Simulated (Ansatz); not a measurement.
In doubt: masses and optical values from hybrid runs of this build are listed as unsure (in some of the runs), which bears on the screening that GW takes from such a start.

LaGaO3 (Pnma), computed twice by G0W0.

It takes space group Pnma (No. 62, orthorhombic). Conventional cell: a = 5.486 Å, b = 7.764 Å, c = 5.514 Å, α = 90.00°, β = 90.00°, γ = 90.00°. La has 9 O at 2.40 to 2.95 Å nearest. Nearest to Ga lie 6 O at 1.96 to 1.99 Å. O has 2 Ga at 1.98 Å and 3 La at 2.40 to 2.95 Å nearest. Nearest to O lie 2 Ga at 1.96 to 1.99 Å and 3 La at 2.43 to 2.78 Å. Farther neighbours and most contacts between anions are not listed.

```
La Ga O
1.0
     5.48589    0.00000    0.00000
     0.00000    7.76421    0.00000
     0.00000    0.00000    5.51395
La Ga O
4 4 12
Cartesian
  5.3762 1.9411 0.0276
  0.1097 5.8232 5.4864
  2.8527 5.8232 2.7845
  2.6332 1.9411 2.7294
  0.0000 0.0000 2.7570
  0.0000 3.8821 2.7570
  2.7429 0.0000 0.0000
  2.7429 3.8821 0.0000
  2.8143 1.9411 5.1225
  2.6716 5.8232 0.3915
  5.4146 5.8232 2.3655
  0.0713 1.9411 3.1485
  3.9663 0.2849 1.5494
  1.5196 4.1671 3.9645
  4.2625 7.4793 4.3064
  1.2234 3.5972 1.2076
  1.5196 7.4793 3.9645
  3.9663 3.5972 1.5494
  1.2234 0.2849 1.2076
  4.2625 4.1671 4.3064
```

The cell and positions come from the Crystallography Open Database and are kept as given unless a step says otherwise. Spin-orbit coupling is left out unless a run names it.

The first (Ansatz 0.2.0; start LDA, 4×2×4 mesh, 1508 empty bands, screening to 200 eV, hard PAW files; 1 × NVIDIA GB200 with 16 threads of Arm Neoverse V2, shared host) gave, on its mesh: starting gap 3.65 eV, G0W0 gap 5.45 eV, RPA ε∞ (mean) 4.93, 2.8 min.

The second changes start from LDA to HSE06. What does it give?

It gave: starting gap 5.56 eV, G0W0 gap 6.33 eV, RPA ε∞ (mean) 3.83, 13 min. The G0W0 gap moves by +0.89 eV, +1.91 eV from the start and −1.02 eV from the correction. Σc changes by −0.35 eV at the valence top and −0.01 eV at the conduction bottom, and Σx − Vxc between them by −1.36 eV.

Limits: not at the basis limit; f levels unsure; no spin-orbit coupling; coarse k mesh.

[Paths, hosts, dates, memory and timing lines, banners, echoed tables and standing remarks are left out of the program output.]

[Logs are printed without paths, hosts, clocks, repeated set-up lines and the standing remarks that a program may print on its own settings, such as how far it seeks lower states.]

[Runs of the session that timed out or met a known fault of the program may be left out.]

[Cells called generated may have been cut or substituted from an entry of the Crystallography Open Database or the Materials Project.]

[Hosts, paths, dates, database ids (printed as entryN), source tags and the programs' standing remarks are cut or masked in the printed files.]
